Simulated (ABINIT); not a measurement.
```xyz
10
Lattice="2.576 1.487 4.623 -2.576 1.487 4.623 0.000 -2.974 4.623" Properties=species:S:1:pos:R:3 pbc="T T T" subject="A GW chain in ABINIT: LiNbO3 (R3c)" method="RPA screening on LDA, plane waves, norm-conserving pseudopotentials (and 2 further levels or steps)" program="ABINIT 10.8.3" settings="cutoff 37 Ha, PseudoDojo scalar-relativistic 0.4.1 standard, norm-conserving, potential set dojo-sr-lda-0.4.1-standard, ngkpt (2, 2, 2), nband 200, ecuteps 3.9 Ha, inclvkb 2, shiftk (0, 0, 0), symchi 1, awtr 1, frequency ppm, 2×2×2 k-mesh" cost="5 runs, 7.9 min in all on 4 MPI ranks of Arm Neoverse V1, shared host" notes="The cell and positions come from the Crystallography Open Database and are kept as given unless a step says otherwise. Limits: no spin-orbit coupling. Local fields lower the RPA ε∞ on this mesh from 5.95 to 5.35; a Γ-centred mesh this coarse tends to raise both, most where the direct gap is narrow, while a short band sum lowers them. The 2×2×2 mesh is coarse for this cell, which bears on the long-range parts of exchange and screening." lda_gap="3.53 eV, indirect (only 32 meV under the direct gap)" g0w0_gap_on_the_mesh="5.22 eV" g0w0_gap_over_the_zone_rigid_shift="5.19 eV" gw_settings="2×2×2 mesh, 200 bands, screening to 106.1 eV, Godby-Needs plasmon pole" known_limits="short of the basis limit; no spin-orbit coupling; coarse k mesh"
Li    0.000    0.000    3.904
Li    0.000    0.000   10.839
Nb    0.000    0.000    0.001
Nb    0.000    0.000    6.935
O    -0.634   -1.440    5.503
O     1.564    0.171    5.503
O    -0.930    1.269    5.503
O    -1.645   -0.218    7.814
O     0.634    1.534    7.814
O     1.012   -1.316    7.814
```

[Long decimals in the printed logs are rounded to 6 places.]

[Logs are printed without paths, hosts, clocks, repeated set-up lines and the standing remarks that a program may print on its own settings, such as how far it seeks lower states.]

[Paths, hosts, dates, memory and timing lines, banners, echoed tables and standing remarks are left out of the program output; an Ansatz launch command may be rebuilt from the run's recorded settings. Measured values are a selection of at most five: reports struck by readers or far from the other reports are left out. None is set beside runs whose start may be inverted or whose files or cutoffs have a known fault.]

[Runs of the session that timed out or met a known fault of the program may be left out.]

[Hosts, paths, dates, database ids (printed as entryN), source tags and the programs' standing remarks are cut or masked in the printed files.]

[G0W0 gaps are taken among the corrected bands and points alone; a level outside them can change the order at an edge.]

[Where Ansatz stands beside ABINIT at settings called matched, ABINIT's density can come from a denser mesh and the files from another edition; pairs whose starting gaps differed by over 0.03 eV were left out, so agreement reads better than it is.]
